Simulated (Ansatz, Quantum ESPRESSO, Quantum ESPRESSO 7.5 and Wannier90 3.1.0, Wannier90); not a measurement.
# straight Ge chain, spacing 2.35 Å: Wannier functions and conductance

Aim: a Wannier model and the conductance steps that follow from it, for this wire: straight Ge chain, spacing 2.35 Å.

Program: Quantum ESPRESSO 7.5 and Wannier90 3.1.0. Level of theory: plane-wave DFT, PBE, PseudoDojo norm-conserving pseudopotentials (cross-check by Ansatz 0.2.0 with PAW datasets). Results are calculated unless marked as measured.

Most raw output is cut from this account.

### 1. Starting point

The cell holds 1 atom: 1 Ge. Cell: a = 8.000 Å, b = 8.000 Å, c = 2.350 Å, α = 90.0°, β = 90.0°, γ = 90.0°. Vacuum lies along a and b. The structure's axis is c.

Coordinates:

```cif
data_structure
_symmetry_space_group_name_H-M 'P 1'
_symmetry_Int_Tables_number 1
_cell_length_a 8.0000
_cell_length_b 8.0000
_cell_length_c 2.3500
_cell_angle_alpha 90.000
_cell_angle_beta 90.000
_cell_angle_gamma 90.000
_cell_volume 150.40
loop_
_atom_site_label
_atom_site_type_symbol
_atom_site_fract_x
_atom_site_fract_y
_atom_site_fract_z
_atom_site_occupancy
Ge1 Ge 0.00000 0.00000 0.00000 1
```

### 2. Ground state

The input, scf.in:

```
&control
  prefix = 'scf'
  outdir = './out'
  pseudo_dir = './pseudo'
  calculation = 'scf'
  tprnfor = .true.
/
&system
  ibrav = 0
  nat = 1
  ntyp = 1
  ecutwfc = 70
  ecutrho = 280
  occupations = 'smearing'
  smearing = 'mv'
  degauss = 0.005
/
&electrons
  conv_thr = 1e-07
  mixing_beta = 0.4
  electron_maxstep = 120
  mixing_mode = 'local-TF'
/
ATOMIC_SPECIES
  Ge  72.6300  Ge.dojo-sr-pbe-0.4.1-standard.upf
CELL_PARAMETERS angstrom
  8.00000000000000 0.00000000000000 0.00000000000000
  0.00000000000000 8.00000000000000 0.00000000000000
  0.00000000000000 0.00000000000000 2.35000000000000
ATOMIC_POSITIONS crystal
  Ge  0.000000000000 0.000000000000 0.000000000000
K_POINTS automatic
  1 1 32 0 0 0
```

Started as:

```bash
$ OMP_NUM_THREADS=1 mpirun -n 2 pw.x -nk 2 -in scf.in > scf.out
```

Elapsed: 16 s, on 2 MPI ranks of Arm Neoverse V2, shared host; peak memory 0.24 GiB.

This step gave:

| Quantity | Value |
| --- | --- |
| free energy | -2429.0015 eV |
| Fermi energy | -2.829 eV |

The program's own clock; routines nest. Time by routine:

```csv
routine,wall time (s),calls
PWSCF,15.64,1
electrons,14.92,1
c_bands,10.15,10
cegterg,9.65,90
fftw,9.11,6430
h_psi,8.78,451
vloc_psi,8.26,451
mix_rho,2.56,10
sum_band,1.71,10
ffts,1.51,794
init_run,0.55,1
v_of_rho,0.45,10
wfcinit,0.37,1
init_us_2,0.28,198
```

The run needed 9 iterations to bring the estimated error under 1e-07 Ry.

### 3. Full uniform mesh without symmetry

Wannier90 needs the states on a whole uniform mesh, listed point by point, without symmetry.

The input, nscf.in:

```
&control
  prefix = 'nscf'
  outdir = './out'
  pseudo_dir = './pseudo'
  calculation = 'nscf'
/
&system
  ibrav = 0
  nat = 1
  ntyp = 1
  ecutwfc = 70
  ecutrho = 280
  occupations = 'smearing'
  smearing = 'mv'
  degauss = 0.005
  nosym = .true.
  noinv = .true.
  nbnd = 17
/
&electrons
  conv_thr = 1e-09
  mixing_beta = 0.4
  electron_maxstep = 120
  mixing_mode = 'local-TF'
  diago_full_acc = .true.
/
ATOMIC_SPECIES
  Ge  72.6300  Ge.dojo-sr-pbe-0.4.1-standard.upf
CELL_PARAMETERS angstrom
  8.00000000000000 0.00000000000000 0.00000000000000
  0.00000000000000 8.00000000000000 0.00000000000000
  0.00000000000000 0.00000000000000 2.35000000000000
ATOMIC_POSITIONS crystal
  Ge  0.000000000000 0.000000000000 0.000000000000
K_POINTS crystal
16
  0.0000000000 0.0000000000 0.0000000000 0.0625
  0.0000000000 0.0000000000 0.0625000000 0.0625
  0.0000000000 0.0000000000 0.1250000000 0.0625
  0.0000000000 0.0000000000 0.1875000000 0.0625
  0.0000000000 0.0000000000 0.2500000000 0.0625
  0.0000000000 0.0000000000 0.3125000000 0.0625
  0.0000000000 0.0000000000 0.3750000000 0.0625
  0.0000000000 0.0000000000 0.4375000000 0.0625
  0.0000000000 0.0000000000 0.5000000000 0.0625
  0.0000000000 0.0000000000 0.5625000000 0.0625
  0.0000000000 0.0000000000 0.6250000000 0.0625
  0.0000000000 0.0000000000 0.6875000000 0.0625
  0.0000000000 0.0000000000 0.7500000000 0.0625
  0.0000000000 0.0000000000 0.8125000000 0.0625
  0.0000000000 0.0000000000 0.8750000000 0.0625
  0.0000000000 0.0000000000 0.9375000000 0.0625
```

Started as:

```bash
$ cp -r out/scf.save out/nscf.save
$ cp out/scf.xml out/nscf.xml
$ OMP_NUM_THREADS=1 mpirun -n 2 pw.x -nk 1 -in nscf.in > nscf.out
```

The job ended after 18 s (2 MPI ranks; peak memory 0.12 GiB).

This step gave:

```
Fermi energy : -2.828 eV
```

The program's own clock; routines nest. Time by routine:

```
     routine  wall time (s)  calls
       PWSCF          17.29      1
   electrons          17.13      1
     c_bands          17.13      1
     cegterg          16.51     49
       h_psi          14.14    912
    vloc_psi          13.47    912
        fftw          12.77  14762
h_psi:calbec           0.32    912
      calbec           0.31    912
  add_vuspsi           0.29    912
     cdiaghg           0.22    863
       g_psi           0.12    847
    init_run            0.1      1
      hinit0           0.05      1
```

### 4. Neighbour list from wannier90 -pp

The .win file sets projections and windows: states in the frozen window are kept exactly, the outer window gives room to disentangle.

The input, wan.win:

```
num_wann = 4
num_bands = 17
num_iter = 200
num_print_cycles = 20
conv_tol = 1e-8
conv_window = 5
guiding_centres = true
dis_num_iter = 1500
dis_conv_tol = 1e-8
dis_win_min = -13.8291
dis_win_max = 6.1709
dis_froz_max = -1.3291
search_shells = 120
fermi_energy = -2.8291

transport = true
transport_mode = bulk
one_dim_axis = z
dist_cutoff = 18.7
dist_cutoff_mode = one_dim
tran_win_min = -4.0
tran_win_max = 2.0
tran_energy_step = 0.02

bands_plot = true
bands_num_points = 96
begin kpoint_path
G 0.0 0.0 0.0 Z 0.0 0.0 0.5
end kpoint_path

begin projections
Ge:s;p
end projections

begin unit_cell_cart
ang
  8.0000000000 0.0000000000 0.0000000000
  0.0000000000 8.0000000000 0.0000000000
  0.0000000000 0.0000000000 2.3500000000
end unit_cell_cart

begin atoms_frac
  Ge 0.0000000000 0.0000000000 0.0000000000
end atoms_frac

mp_grid = 1 1 16
begin kpoints
  0.0 0.0 0.0000000000
  0.0 0.0 0.0625000000
  0.0 0.0 0.1250000000
  0.0 0.0 0.1875000000
  0.0 0.0 0.2500000000
  0.0 0.0 0.3125000000
  0.0 0.0 0.3750000000
  0.0 0.0 0.4375000000
  0.0 0.0 0.5000000000
  0.0 0.0 0.5625000000
  0.0 0.0 0.6250000000
  0.0 0.0 0.6875000000
  0.0 0.0 0.7500000000
  0.0 0.0 0.8125000000
  0.0 0.0 0.8750000000
  0.0 0.0 0.9375000000
end kpoints
```

Started as:

```bash
$ OMP_NUM_THREADS=1 wannier90.x -pp wan > wan.pp.log
```

Elapsed: 0.47 s, on 1 MPI rank; peak memory 0.09 GiB.

### 5. Overlaps and projections

pw2wannier90.x computes the overlaps between neighbouring k-points and the projections.

The input, wan.p2w.in:

```
&inputpp
  prefix = 'nscf'
  outdir = './out'
  seedname = 'wan'
  write_mmn = .true.
  write_amn = .true.
  write_unk = .false.
/
```

Started as:

```bash
$ OMP_NUM_THREADS=1 mpirun -n 2 pw2wannier90.x -in wan.p2w.in > wan.p2w.out
```

Wall time 5.8 s (2 MPI ranks); peak memory 0.11 GiB.

### 6. Localisation, bands and conductance

After disentangling and localising, transport_mode = bulk builds principal layers from hoppings within dist_cutoff and counts open channels.

wan.win is that of step 4.

Started as:

```bash
$ OMP_NUM_THREADS=1 wannier90.x wan > wan.run.log
```

Elapsed: 1.6 s, on 1 MPI rank; peak memory 0.09 GiB.

Numbers from this step:

```
lead channels at the Fermi level, one spin                                        : 3.000
total spread                                                                      : 8.567 Å²
gauge-invariant spread                                                            : 7.224 Å²
largest misfit to plane-wave levels between mesh points, inside the frozen window : 0.01537 eV
```

Per spin. Quantum conductance of the perfect wire, open channels against energy, zero at the Fermi level:

| energy (eV) | quantum conductance of the perfect wire, open channels |
| --- | --- |
| -4.000 | 1 |
| -3.800 | 1 |
| -3.600 | 1 |
| -3.400 | 1 |
| -3.200 | 1.000 |
| -3.000 | 1.8e-5 |
| -2.800 | 1.000 |
| -2.600 | 1 |
| -2.400 | 1 |
| -2.200 | 1 |
| -2.000 | 1 |
| -1.800 | 1 |
| -1.600 | 1 |
| -1.400 | 1 |
| -1.200 | 1 |
| -1.020 | 1.01 |
| -0.800 | 3 |
| -0.600 | 3 |
| -0.400 | 3 |
| -0.200 | 3 |
| 0.000 | 3 |
| 0.200 | 3 |
| 0.400 | 3 |
| 0.600 | 3 |
| 0.800 | 3 |
| 1.000 | 3 |
| 1.200 | 3 |
| 1.400 | 3 |
| 1.600 | 3 |
| 1.800 | 3 |
| 2.000 | 3 |

Wannier functions:

| no. | x (Å) | y (Å) | z (Å) | spread (Å²) |
| --- | --- | --- | --- | --- |
| 1 | -0.8814 | 0.1216 | 3.00e-6 | 1.769 |
| 2 | -5.26e-4 | 0.007641 | -1.175 | 2.95 |
| 3 | 0.8831 | 0.1209 | 2.50e-5 | 1.779 |
| 4 | -8.30e-5 | -0.33 | 0 | 2.07 |

Electronic bands along the path, in eV, zero at the Fermi level; # counts the bands kept:

| point | #1 | #2 | #3 | #4 |
| --- | --- | --- | --- | --- |
| Γ | -9.80 | -1.02 | -1.02 | 4.66 |
| halfway | -8.14 | 0.72 | 0.72 | 5.44 |
| Z | -3.09 | -2.89 | 4.42 | 4.42 |

Bands and channels are those of the Wannier model: bands that were not projected, and all outside the frozen window, are missing or only approximate.

### 7. Neighbour list from wannier90 -pp, with dis_num_iter = 10

How much does a setting matter? One run is repeated with a change.

wan_w.win is the input of step 6 with these lines changed:

```diff
@@ -7,3 +7,3 @@
 guiding_centres = true
-dis_num_iter = 1500
+dis_num_iter = 10
 dis_conv_tol = 1e-8
```

Started as:

```bash
$ OMP_NUM_THREADS=1 wannier90.x -pp wan_w > wan_w.pp.log
```

Run time: 0.47 s. Hardware: 1 MPI rank; peak memory 0.09 GiB.

### 8. Overlaps and projections

The follow-up step for that run.

The input, wan_w.p2w.in:

```
&inputpp
  prefix = 'nscf'
  outdir = './out'
  seedname = 'wan_w'
  write_mmn = .true.
  write_amn = .true.
  write_unk = .false.
/
```

Started as:

```bash
$ OMP_NUM_THREADS=1 mpirun -n 2 pw2wannier90.x -in wan_w.p2w.in > wan_w.p2w.out
```

The job ended after 5.8 s (2 MPI ranks; peak memory 0.11 GiB; 11 s of CPU time).

### 9. Wannier functions and transport, with dis_num_iter = 10

wan_w.win is the input of step 6 with these lines changed:

```diff
@@ -7,3 +7,3 @@
 guiding_centres = true
-dis_num_iter = 1500
+dis_num_iter = 10
 dis_conv_tol = 1e-8
```

Started as:

```bash
$ OMP_NUM_THREADS=1 wannier90.x wan_w > wan_w.run.log
```

The job ended after 1.4 s (1 MPI rank; peak memory 0.09 GiB).

The changed values were drawn from a wide range, not chosen for quality; the comparison shows what they did here together.

The total spread is 9.00 against 8.57 Å². Between −2 and 1.5 eV the channel count differs from the first run's at 0 % of the energies, and at the Fermi level it is 3 against 3.

### 10. Neighbour list from wannier90 -pp, with dis_froz_max − E_F = 9.0

One more run, with a changed input.

wan_bad.win is the input of step 6 with these lines changed:

```diff
@@ -11,3 +11,3 @@
 dis_win_max = 6.1709
-dis_froz_max = -1.3291
+dis_froz_max = 6.1709
 search_shells = 120
```

Started as:

```bash
$ OMP_NUM_THREADS=1 wannier90.x -pp wan_bad > wan_bad.pp.log
```

The job ended after 0.47 s (1 MPI rank; peak memory 0.09 GiB).

### 11. Overlaps and projections

The same post-processing, on the changed run.

The input, wan_bad.p2w.in:

```
&inputpp
  prefix = 'nscf'
  outdir = './out'
  seedname = 'wan_bad'
  write_mmn = .true.
  write_amn = .true.
  write_unk = .false.
/
```

Started as:

```bash
$ OMP_NUM_THREADS=1 mpirun -n 2 pw2wannier90.x -in wan_bad.p2w.in > wan_bad.p2w.out
```

The job ended after 5.8 s (2 MPI ranks; peak memory 0.11 GiB; 11 s of CPU time).

### 12. Localisation, bands and conductance, with dis_froz_max − E_F = 9.0

wan_bad.win is the input of step 6 with these lines changed:

```diff
@@ -11,3 +11,3 @@
 dis_win_max = 6.1709
-dis_froz_max = -1.3291
+dis_froz_max = 6.1709
 search_shells = 120
```

Started as:

```bash
$ OMP_NUM_THREADS=1 wannier90.x wan_bad > wan_bad.run.log
```

Wall time 0.49 s (1 MPI rank); peak memory 0.09 GiB.

The program refused the input before any cycle.

The fault put into the input: a frozen window with more states than Wannier functions (dis_froz_max − E_F = 9.0).

The frozen window can't hold more states than there are functions: narrow it or add projections.

### 13. Cross-check with Ansatz

As a check, the same structure is run in Ansatz.

Level of this step: plane-wave DFT, PBE, Ansatz PAW (Ansatz 0.2.0).

System of this step: straight Ge chain, spacing 2.35 Å, 2 periods. The cell holds 2 atoms: 2 Ge. Its edges and angles: a = 8.000 Å, b = 8.000 Å, c = 4.700 Å, α = 90.0°, β = 90.0°, γ = 90.0°. Vacuum lies along a and b. The structure's axis is c.

The input, input.yaml:

```yaml
crystal:
  lattice:
    - [8.0, 0.0, 0.0]
    - [0.0, 8.0, 0.0]
    - [0.0, 0.0, 4.7]
  atoms:
    - { symbol: Ge, position: [0.0, 0.0, 0.0] }
    - { symbol: Ge, position: [0.0, 0.0, 0.5] }
kpoints:
  mp_grid: { grid: [1, 1, 16] }
hamiltonian:
  xc: pbe
scf:
  occupations: { method: fermi_dirac, width: 0.05 }
  convergence: { dr2_threshold: 1.0e-08 }
output:
  transmission:
    leads: [[0, 0]]
    e_range: [-4.0, 2.0]
    de: 0.05
    kmesh: [1, 1]
    reduced_basis: true
```

Started as:

```bash
$ ansatz run input.yaml --threads 2 --pin off --max-ram 4096MiB --backend cpu --events-out ev --progress --plain --runs-dir out
```

Elapsed: 29 s, on 2 threads; peak memory 0.47 GiB; 57 s of CPU time.

Read from the output:

- free energy: -8586.8975 eV
- energy at zero smearing: -8586.8894 eV
- smearing term TS: 0.01614 eV
- Fermi energy: -2.956 eV
- symmetry operations: 32
- lead channels at the Fermi level, one spin: 3

Per spin. The open channels by energy, zero at the Fermi level:

energy (eV), open channels and a bar:
```
   -4.000       1.00 ##########
   -3.800       1.00 ##########
   -3.600       1.00 ##########
   -3.400       1.00 ##########
   -3.200       1.00 ##########
   -3.000       0.00 
   -2.800       1.00 ##########
   -2.600       1.00 ##########
   -2.400       1.00 ##########
   -2.200       1.00 ##########
   -2.000       1.00 ##########
   -1.800       1.00 ##########
   -1.600       1.00 ##########
   -1.400       1.00 ##########
   -1.200       1.00 ##########
   -1.000       3.00 ##############################
   -0.800       3.00 ##############################
   -0.600       3.00 ##############################
   -0.400       3.00 ##############################
   -0.200       3.00 ##############################
    0.000       3.00 ##############################
    0.200       3.00 ##############################
    0.400       3.00 ##############################
    0.600       3.00 ##############################
    0.800       3.00 ##############################
    1.000       3.00 ##############################
    1.200       3.00 ##############################
    1.400       3.00 ##############################
    1.600       3.00 ##############################
    1.800       3.00 ##############################
    2.000       3.00 ##############################
```

### 14. A check by hand

3 channels × 77.48 µS = 232 µS, a two-terminal resistance of 12.906/3 = 4.30 kΩ whatever the wire's length, as long as nothing scatters.

### 15. Outcome

* open channels at the Fermi level, per spin: 3
* total spread: 8.57 Å²
* gauge-invariant spread: 7.22 Å²
* largest band misfit in the frozen window: 0.0154 eV
* channels at the Fermi level by Ansatz: 3

What this shows: The wire offers 3 channels per spin at the Fermi level. Between -4 and 1.5 eV the channel count from Wannier functions equals that from Ansatz's layer matching at 97 % of the energies; outside the frozen window the Wannier bands are not held to the plane-wave ones. Each plane-wave level in the frozen window has a Wannier level within 0.02 eV; this test doesn't see extra bands that a model may add. The wire is perfect, so the conductance only counts bands: each channel, with its partner of the other spin, carries G₀ = 2e²/h. It was run without spin polarisation, which was not tested.

[Logs are printed without paths, hosts, clocks, repeated set-up lines and the standing remarks that a program may print on its own settings, such as how far it seeks lower states.]

[Hosts, paths, dates, database ids (printed as entryN), source tags and the programs' standing remarks are cut or masked in the printed files.]

[Maps of the electrostatic potential energy from Ansatz leave out the sawtooth potential of an applied field or a dipole correction, so their vacuum need not be flat; planar profiles and work functions include it.]
